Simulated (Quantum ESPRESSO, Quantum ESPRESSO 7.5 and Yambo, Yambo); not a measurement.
## SiC (Moissanite): G0W0 with Yambo, start to end

Wanted: ground state, empty states, screening and self-energy for SiC (Moissanite).

Calculated with Quantum ESPRESSO 7.5 and Yambo 5.3.0; PBE and many-body steps on it, plane waves.

**What was measured.**

- Gap 3.33 eV: band gap at cryogenic temperature; bulk crystal (literature value) (quoted in “Silicon carbide diodes for neutron detection”, 2020, arxiv:2009.14696).

Most raw output is cut from this account.

### 1. Starting point

Symmetry: P6_3mc, No. 186, hexagonal system. The conventional cell has a = 3.076 Å, b = 3.076 Å, c = 5.048 Å, α = 90.00°, β = 90.00°, γ = 120.00°. Nearest to Si lie 4 C at 1.88 to 1.90 Å. Nearest to C lie 4 Si at 1.88 to 1.90 Å. Farther neighbours are not listed.

Geometry: measured (diffraction); atoms relaxed with PBE. The runs that relaxed it are not among those shown.

### 2. Ground state

This step: Quantum ESPRESSO 7.5; DFT, PBE, plane waves, norm-conserving pseudopotentials.

The ground-state density comes first.

pw.in

```
&control
  calculation = 'scf'
  prefix = 'x'
  outdir = 'o'
  pseudo_dir = 'pseudo'
/
&system
  ibrav = 0
  nat = 4
  ntyp = 2
  ecutwfc = 74.0
  nbnd = 14
  force_symmorphic = .true.
/
&electrons
  conv_thr = 1e-10
  electron_maxstep = 80
  mixing_beta = 0.5
/
ATOMIC_SPECIES
  Si 28.085 Si.upf
  C 12.011 C.upf
CELL_PARAMETERS angstrom
  3.0760000000 0.0000000000 0.0000000000
  -1.5380000000 2.6638941420 0.0000000000
  0.0000000000 0.0000000000 5.0480000000
ATOMIC_POSITIONS crystal
  Si 0.3333333333 0.6666666667 0.0045619064
  Si 0.6666666667 0.3333333333 0.5045619064
  C 0.3333333333 0.6666666667 0.3804380937
  C 0.6666666667 0.3333333333 0.8804380937
K_POINTS automatic
  6 6 4 0 0 0
```

Launch:

```
$ OMP_NUM_THREADS=1 mpirun -n 4 pw.x -nk 4 -in pw.in > pw.out
```

Run time: 4.3 s. Hardware: 4 MPI ranks of Arm Neoverse V1, shared host; peak memory 0.23 GiB; 17 s of CPU time.

This step gave:

```yaml
total_energy: -558.8942 eV
gap: 2.283 eV
k_of_the_valence_top: 0, 0, 0
k_of_the_conduction_bottom: 0.3333, 0.3333, 0
least_direct_gap: 3.979 eV
```

The gap is indirect, with the least direct gap 1.70 eV higher.

### 3. Bands along the symmetry lines

The cheap functional maps the bands first; the places of the edges decide which points the dearer methods must see.

pw.in

```
&control
  calculation = 'bands'
  prefix = 'x'
  outdir = 'o'
  pseudo_dir = 'pseudo'
/
&system
  ibrav = 0
  nat = 4
  ntyp = 2
  ecutwfc = 74.0
  nbnd = 14
  force_symmorphic = .true.
/
&electrons
  conv_thr = 1e-9
  electron_maxstep = 80
  diago_full_acc = .true.
  diago_thr_init = 5e-6
/
ATOMIC_SPECIES
  Si 28.085 Si.upf
  C 12.011 C.upf
CELL_PARAMETERS angstrom
  3.0760000000 0.0000000000 0.0000000000
  -1.5380000000 2.6638941420 0.0000000000
  0.0000000000 0.0000000000 5.0480000000
ATOMIC_POSITIONS crystal
  Si 0.3333333333 0.6666666667 0.0045619064
  Si 0.6666666667 0.3333333333 0.5045619064
  C 0.3333333333 0.6666666667 0.3804380937
  C 0.6666666667 0.3333333333 0.8804380937
K_POINTS crystal
  75
  0.00000000 0.00000000 0.00000000 1
  0.06250000 0.00000000 0.00000000 1
  0.12500000 0.00000000 0.00000000 1
  0.18750000 0.00000000 0.00000000 1
  0.25000000 0.00000000 0.00000000 1
  0.31250000 0.00000000 0.00000000 1
  0.37500000 0.00000000 0.00000000 1
  0.43750000 0.00000000 0.00000000 1
  0.50000000 0.00000000 0.00000000 1
  0.47916667 0.04166667 0.00000000 1
  0.45833333 0.08333333 0.00000000 1
  0.43750000 0.12500000 0.00000000 1
  0.41666666 0.16666666 0.00000000 1
  0.39583333 0.20833333 0.00000000 1
  0.37500000 0.25000000 0.00000000 1
  0.35416666 0.29166666 0.00000000 1
  0.33333333 0.33333333 0.00000000 1
  0.29166666 0.29166666 0.00000000 1
  0.25000000 0.25000000 0.00000000 1
  0.20833333 0.20833333 0.00000000 1
  0.16666666 0.16666666 0.00000000 1
  0.12500000 0.12500000 0.00000000 1
  0.08333333 0.08333333 0.00000000 1
  0.04166667 0.04166667 0.00000000 1
  0.00000000 0.00000000 0.00000000 1
  0.00000000 0.00000000 0.06250000 1
  0.00000000 0.00000000 0.12500000 1
  0.00000000 0.00000000 0.18750000 1
  0.00000000 0.00000000 0.25000000 1
  0.00000000 0.00000000 0.31250000 1
  0.00000000 0.00000000 0.37500000 1
  0.00000000 0.00000000 0.43750000 1
  0.00000000 0.00000000 0.50000000 1
  0.06250000 0.00000000 0.50000000 1
  0.12500000 0.00000000 0.50000000 1
  0.18750000 0.00000000 0.50000000 1
  0.25000000 0.00000000 0.50000000 1
  0.31250000 0.00000000 0.50000000 1
  0.37500000 0.00000000 0.50000000 1
  0.43750000 0.00000000 0.50000000 1
  0.50000000 0.00000000 0.50000000 1
  0.47916667 0.04166667 0.50000000 1
  0.45833333 0.08333333 0.50000000 1
  0.43750000 0.12500000 0.50000000 1
  0.41666666 0.16666666 0.50000000 1
  0.39583333 0.20833333 0.50000000 1
  0.37500000 0.25000000 0.50000000 1
  0.35416666 0.29166666 0.50000000 1
  0.33333333 0.33333333 0.50000000 1
  0.29166666 0.29166666 0.50000000 1
  0.25000000 0.25000000 0.50000000 1
  0.20833333 0.20833333 0.50000000 1
  0.16666666 0.16666666 0.50000000 1
  0.12500000 0.12500000 0.50000000 1
  0.08333333 0.08333333 0.50000000 1
  0.04166667 0.04166667 0.50000000 1
  0.00000000 0.00000000 0.50000000 1
  0.50000000 0.00000000 0.50000000 1
  0.50000000 0.00000000 0.43750000 1
  0.50000000 0.00000000 0.37500000 1
  0.50000000 0.00000000 0.31250000 1
  0.50000000 0.00000000 0.25000000 1
  0.50000000 0.00000000 0.18750000 1
  0.50000000 0.00000000 0.12500000 1
  0.50000000 0.00000000 0.06250000 1
  0.50000000 -0.00000000 0.00000000 1
  0.33333333 0.33333333 0.50000000 1
  0.33333333 0.33333333 0.43750000 1
  0.33333333 0.33333333 0.37500000 1
  0.33333333 0.33333333 0.31250000 1
  0.33333333 0.33333333 0.25000000 1
  0.33333333 0.33333333 0.18750000 1
  0.33333333 0.33333333 0.12500000 1
  0.33333333 0.33333333 0.06250000 1
  0.33333333 0.33333333 0.00000000 1
```

Elapsed: 4.5 s, on 4 MPI ranks; peak memory 0.21 GiB; 18 s of CPU time.

This step gave:

| Property | Result |
| --- | --- |
| gap | 2.283 eV |
| k of the valence top | 0, 0, 0 |
| k of the conduction bottom | 0.3333, 0.3333, 0 |
| least direct gap | 3.979 eV |

The gap is 2.283 eV, as in the run before at this level.

Electronic bands along the path, in eV, zero at the top of the highest filled band; v1 is the highest filled band, c1 the lowest empty one:

| point | v4 | v3 | v2 | v1 | c1 | c2 | c3 | c4 |
| --- | --- | --- | --- | --- | --- | --- | --- | --- |
| Γ | -1.32 | -0.11 | 0.00 | 0.00 | 4.80 | 6.20 | 6.67 | 6.67 |
| halfway | -2.96 | -2.53 | -1.02 | -0.61 | 4.06 | 5.85 | 7.24 | 7.65 |
| M | -5.44 | -3.33 | -3.29 | -1.20 | 2.78 | 4.23 | 6.89 | 7.14 |
| halfway | -5.39 | -4.67 | -3.36 | -2.54 | 3.21 | 5.16 | 7.68 | 8.48 |
| K | -6.27 | -4.04 | -4.04 | -3.83 | 2.28 | 8.17 | 8.86 | 8.86 |
| halfway | -4.15 | -2.82 | -1.45 | -1.25 | 5.07 | 5.82 | 6.99 | 7.21 |
| Γ | -1.32 | -0.11 | 0.00 | 0.00 | 4.80 | 6.20 | 6.67 | 6.67 |
| halfway | -1.15 | -1.15 | -0.22 | -0.22 | 5.08 | 6.79 | 6.79 | 7.02 |
| A | -0.71 | -0.71 | -0.71 | -0.71 | 5.89 | 5.89 | 7.35 | 7.35 |
| halfway | -2.95 | -2.95 | -1.72 | -1.72 | 4.50 | 4.50 | 7.36 | 7.36 |
| L | -2.45 | -2.45 | -2.33 | -2.33 | 3.29 | 3.29 | 5.26 | 5.26 |
| halfway | -4.25 | -4.25 | -1.92 | -1.92 | 4.28 | 4.28 | 6.36 | 6.36 |
| H | -5.64 | -5.64 | -1.74 | -1.74 | 5.07 | 5.07 | 6.03 | 6.03 |
| halfway | -3.01 | -3.01 | -2.49 | -2.49 | 5.17 | 5.17 | 7.54 | 7.54 |
| A | -0.71 | -0.71 | -0.71 | -0.71 | 5.89 | 5.89 | 7.35 | 7.35 |
| jump to L | -2.45 | -2.45 | -2.33 | -2.33 | 3.29 | 3.29 | 5.26 | 5.26 |
| halfway | -4.15 | -3.09 | -2.33 | -1.63 | 3.11 | 3.27 | 6.63 | 7.04 |
| M | -5.44 | -3.33 | -3.29 | -1.20 | 2.78 | 4.23 | 6.89 | 7.14 |
| jump to H | -5.64 | -5.64 | -1.74 | -1.74 | 5.07 | 5.07 | 6.03 | 6.03 |
| halfway | -6.46 | -4.51 | -2.82 | -2.82 | 3.51 | 6.58 | 6.58 | 7.84 |
| K | -6.27 | -4.04 | -4.04 | -3.83 | 2.28 | 8.17 | 8.86 | 8.86 |

### 4. Empty states on the mesh, 3×3×4 mesh, 496 bands

The sums over transitions need many empty states on a uniform mesh; this step solves for them.

pw.in

```
&control
  calculation = 'nscf'
  prefix = 'x'
  outdir = 'o'
  pseudo_dir = 'pseudo'
/
&system
  ibrav = 0
  nat = 4
  ntyp = 2
  ecutwfc = 74.0
  nbnd = 496
  force_symmorphic = .true.
/
&electrons
  conv_thr = 1e-9
  electron_maxstep = 80
  diago_full_acc = .true.
  diago_thr_init = 5e-6
/
ATOMIC_SPECIES
  Si 28.085 Si.upf
  C 12.011 C.upf
CELL_PARAMETERS angstrom
  3.0760000000 0.0000000000 0.0000000000
  -1.5380000000 2.6638941420 0.0000000000
  0.0000000000 0.0000000000 5.0480000000
ATOMIC_POSITIONS crystal
  Si 0.3333333333 0.6666666667 0.0045619064
  Si 0.6666666667 0.3333333333 0.5045619064
  C 0.3333333333 0.6666666667 0.3804380937
  C 0.6666666667 0.3333333333 0.8804380937
K_POINTS automatic
  3 3 4 0 0 0
```

Elapsed: 84 s, on 4 MPI ranks; peak memory 0.82 GiB; 5.6 min of CPU time.

This step gave:

| Quantity | Value |
| --- | --- |
| gap | 2.283 eV |
| k of the valence top | 0, 0, 0 |
| k of the conduction bottom | 0.3333, 0.3333, 0 |
| least direct gap | 4.286 eV |
| k points computed | 10 |
| lowest point of the top converged band, above the valence top | 278.2527 eV |

On this mesh the gap is 2.283 eV.

### 5. Conversion and set-up

This step: Yambo 5.3.0; conversion and set-up on PBE, plane waves, norm-conserving pseudopotentials.

The states are converted to the many-body program's format and the q mesh is built.

Launch:

```
$ (cd o/x.save; p2y > p2y.log; mv SAVE ../..); yambo > setup.log
```

Run time: 2.1 s. Hardware: 1 MPI rank; peak memory 0.23 GiB.

### 6. Screening and self-energy, 3×3×4 mesh, 496 bands, screening to 353.7 eV

G0W0 replaces the xc potential by the self-energy, built once from these orbitals. Only a window of levels is corrected, while the sums run over the empty bands that the input names.

This step: G0W0 on PBE, plane waves, norm-conserving pseudopotentials.

gw3.in

```
HF_and_locXC
gw0
dyson
ppa
em1d
rim_cut
RandQpts= 1000000
RandGvec= 1 RL
EXXRLvcs= 74 Ry
VXCRLvcs= 296 Ry
Chimod= "HARTREE"
% BndsRnXp
 1 | 496 |
%
NGsBlkXp= 26 Ry
% LongDrXp
 1 | 1 | 1 |
%
% GbndRnge
 1 | 496 |
%
DysSolver= "n"
ExtendOut
PPAPntXp= 27.21138 eV
% QPkrange
 1 | 1 | 7 | 10 |
 7 | 7 | 7 | 10 |
 4 | 4 | 7 | 10 |
%
```

Launch:

```
$ OMP_NUM_THREADS=1 mpirun -n 4 yambo -F gw3.in -J gw3 -C gw3 > gw3.log
```

It took 21 min on 4 MPI ranks; peak memory 2.6 GiB.

This step gave:

- G0W0 gap on the points computed: 3.100 eV
- starting gap on the mesh: 2.283 eV
- k of the valence top: 0, 0, 0
- k of the conduction bottom: 0.3333, 0.3333, 0
- least direct G0W0 gap on the computed points: 5.298 eV
- Z at the valence top: 0.7943
- Z at the conduction bottom: 0.8272

The gap on the mesh goes from 2.28 eV to 3.10 eV, a correction of +0.82 eV.

Limits: finite bands, cutoff and mesh; coarse k mesh. v1 is the top filled band, c1 the lowest empty one. The levels before and after the correction (eV, zero at the valence-band top of each column):

|  | conduction bottom | valence top |
| --- | --- | --- |
| Kohn-Sham | 2.28 | 0.00 |
| G0W0 | 3.10 | 0.00 |

|  | level | energy (eV) |
| --- | --- | --- |
| Kohn-Sham | Γ v2-v1 | 0.000 |
| Kohn-Sham | Γ c1 | 4.799 |
| Kohn-Sham | Γ c2 | 6.202 |
| Kohn-Sham | (0.333 0.333 0) v2 | -4.045 |
| Kohn-Sham | (0.333 0.333 0) v1 | -3.833 |
| Kohn-Sham | (0.333 0.333 0) c1 | 2.283 |
| Kohn-Sham | (0.333 0.333 0) c2 | 8.174 |
| G0W0 | Γ v2-v1 | 0.000 |
| G0W0 | Γ c1 | 5.795 |
| G0W0 | Γ c2 | 7.109 |
| G0W0 | (0.333 0.333 0) v2 | -4.298 |
| G0W0 | (0.333 0.333 0) v1 | -4.105 |
| G0W0 | (0.333 0.333 0) c1 | 3.100 |
| G0W0 | (0.333 0.333 0) c2 | 9.318 |

### 7. Where the time went

Times are wall times on the hardware named with each run, good to a factor of about two.

| step | time | share | memory (GiB) |
| --- | --- | --- | --- |
| ground state | 4.3 s | 0 % | 0.23 |
| bands along the symmetry lines | 4.5 s | 0 % | 0.21 |
| empty states on the mesh | 84 s | 6 % | 0.82 |
| conversion and set-up | 2.1 s | 0 % | 0.23 |
| screening and self-energy | 21 min | 93 % | 2.6 |

### 8. Results

```
PBE gap              : 2.28 eV, indirect
G0W0 gap on the mesh : 3.10 eV
GW settings          : 3×3×4 mesh, 496 bands, screening to 353.7 eV, Godby-Needs plasmon pole
known limits         : not at the basis limit; coarse k mesh
```

What this shows: G0W0 moves the gap on the mesh from 2.28 eV to 3.10 eV (+0.82 eV), with Z of 0.79 and 0.83 at the edges. Only 3 of the mesh's irreducible points were corrected, so a valley elsewhere could overtake. The dearest step here is «screening and self-energy». Against experiment, by G0W0@PBE: the gap of 3.10 eV lies −0.23 eV from the measured 3.33 eV (kind not stated, quoted 2020). The calculation has static nuclei and no excitons; a measured gap holds zero-point and thermal motion, which mostly lowers it. Bands and cutoff are finite, so the gap is not at the basis limit. The miss can reach some tenths of an eV and take either sign; the mesh is an error of its own. In the G0W0 run levels were corrected at 3 k points alone, so a gap called «on the mesh» is the least over those, and an edge elsewhere would be missed. The 3×3×4 mesh is coarse for this cell, which bears on the long-range parts of exchange and screening.

[Paths, hosts, dates, memory and timing lines, banners, echoed tables and standing remarks are left out of the program output.]

[Logs are printed without paths, hosts, clocks, repeated set-up lines and the standing remarks that a program may print on its own settings, such as how far it seeks lower states.]

[Runs of the session that timed out or met a known fault of the program may be left out.]

[Hosts, paths, dates, database ids (printed as entryN), source tags and the programs' standing remarks are cut or masked in the printed files.]
